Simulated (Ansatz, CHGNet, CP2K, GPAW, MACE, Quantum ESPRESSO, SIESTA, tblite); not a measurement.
# Which run comes nearest? Random packing of W68Si32 (at. %) (85 atoms)

Density of this cell: 14.3 g/cm³. The cell holds 85 atoms: 58 W and 27 Si. Cell: a = 10.997 Å, b = 10.997 Å, c = 10.997 Å, α = 90.0°, β = 90.0°, γ = 90.0°. 85 atoms (58 W, 27 Si) packed at random in a cube at 14.3 g/cm³ and pushed apart as soft spheres; a start for melting by ab initio MD, not an equilibrated structure. Then every atom was moved at random, 0.02 Å r.m.s. a Cartesian component.

Geometry: as built.

The reference, a calculation:

```
method                 : Kohn-Sham DFT, PBE, SSSP efficiency 1.3.0 pseudopotentials, plane waves (Quantum ESPRESSO 7.5); sssp-pbe-1.3.0-efficiency, cutoffs 45/360 Ry, Γ point
r.m.s. force component : 1.689 eV/Å
longest force          : 6.053 eV/Å
pressure               : 26.13 GPa
time                   : 5.5 min on 4 MPI ranks of Arm Neoverse V2, shared host
CPU time               : 22 min
```

Runs, in no order:
A. CP2K PBE, DZVP-MOLOPT-SR, 350/50 Ry, diagonalisation: Kohn-Sham DFT, PBE, GTH-PBE pseudopotentials, Gaussian and plane waves, DZVP-MOLOPT-SR-GTH, diagonalisation
B. SIESTA PBE, SZP, shift 0.01 Ry, mesh 300 Ry: Kohn-Sham DFT, PBE, PseudoDojo 0.4.1 norm-conserving pseudopotentials (converted to PSML), numerical atomic orbitals (SZP), diagonalisation
C. CHGNet 0.3.0 potential: machine-learned interatomic potential CHGNet 0.3.0, trained on PBE(+U) plane-wave data
D. SIESTA PBE, DZP, shift 0.01 Ry, mesh 300 Ry: Kohn-Sham DFT, PBE, PseudoDojo 0.4.1 norm-conserving pseudopotentials (converted to PSML), numerical atomic orbitals (DZP), diagonalisation

Q: Order them from the smallest to the largest r.m.s. force difference.

A, D, B, C.

| run | Δ force, r.m.s. (meV/Å) | share of r.m.s. force (%) | CPU time |
| --- | --- | --- | --- |
| A. CP2K PBE, DZVP-MOLOPT-SR, 350/50 Ry, diagonalisation | 74.2 | 4.39 | 16 min |
| D. SIESTA PBE, DZP, shift 0.01 Ry, mesh 300 Ry | 226 | 13.4 | 11 min |
| B. SIESTA PBE, SZP, shift 0.01 Ry, mesh 300 Ry | 355 | 21.0 | 7.1 min |
| C. CHGNet 0.3.0 potential | 601 | 35.5 | 3.7 s |

Machine-learned potentials mimic data converged in k, so the reference's own k-point error enters their differences. The electronic-structure runs sample only Γ, in a cell whose shortest periodic width is 11 Å, which is coarse for a cell with partly filled levels.

[Logs are printed without paths, hosts, clocks, repeated set-up lines and the standing remarks that a program may print on its own settings, such as how far it seeks lower states.]

[Hosts, paths, dates, database ids (printed as entryN), source tags and the programs' standing remarks are cut or masked in the printed files.]
